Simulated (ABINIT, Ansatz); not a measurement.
An input for ABINIT 10.8.3 (Rb2LiAlF6 (Fm-3m)):

```
acell 3*1.0 Angstrom
rprim 
  0.000000000000 4.113943000000 4.113943000000
  4.113943000000 0.000000000000 4.113943000000
  4.113943000000 4.113943000000 -0.000000000000
ntypat 4
znucl 37 3 13 9
natom 10
typat 1 1 2 3 4 4 4 4 4 4
xred 
  0.750000000000 0.750000000000 0.750000000000
  0.250000000000 0.250000000000 0.250000000000
  0.500000000000 0.500000000000 0.500000000000
  0.000000000000 -0.000000000000 -0.000000000000
  0.774175000000 0.225825000000 0.225825000000
  0.225825000000 0.225825000000 0.774175000000
  0.225825000000 0.774175000000 0.774175000000
  0.225825000000 0.774175000000 0.225825000000
  0.774175000000 0.225825000000 0.774175000000
  0.774175000000 0.774175000000 0.225825000000
pp_dirpath "pseudos"
pseudos "Rb.upf, Li.upf, Al.upf, F.upf"
ecut 36
ngkpt 2 2 2
nshiftk 1
shiftk 0 0 0
kptopt 1
chksymbreak 0
istwfk *1
occopt 1
irdwfk 1
optdriver 99
bs_calctype 1
mbpt_sciss 3.925 eV
bs_loband 16
nband 40
bs_exchange_term 1
bs_coulomb_term 0
bs_coupling 0
bs_algorithm 2
bs_freq_mesh 0 17 0.1 eV
zcut 0.15 eV
ecuteps 3.6
ecutwfn 18
inclvkb 2
irdscr 1
bs_haydock_niter 300
bs_haydock_tol -0.02 0
indata_prefix "in"
outdata_prefix "out"
tmpdata_prefix "tmp"
```

```sh
OMP_NUM_THREADS=1 mpirun -n 4 abinit run.abi > log
```

**Question.** How long will it take on 4 MPI ranks of Intel Xeon Platinum 8488C (Sapphire Rapids), shared host, and how much memory?

It took 15 s; on shared hardware allow 7.6 s to 30 s. Peak host memory was 0.61 GiB.

The kernel grows as the square of the matrix size, and full diagonalisation as its cube.

[Paths, hosts, dates, memory and timing lines, banners, echoed tables and standing remarks are left out of the program output.]

[Logs are printed without paths, hosts, clocks, repeated set-up lines and the standing remarks that a program may print on its own settings, such as how far it seeks lower states.]

[Runs of the session that timed out or met a known fault of the program may be left out.]

[Hosts, paths, dates, database ids (printed as entryN), source tags and the programs' standing remarks are cut or masked in the printed files.]

[G0W0 gaps are taken among the corrected bands and points alone; a level outside them can change the order at an edge.]

[Where Ansatz stands beside ABINIT at settings called matched, ABINIT's density can come from a denser mesh and the files from another edition; pairs whose starting gaps differed by over 0.03 eV were left out, so agreement reads better than it is.]
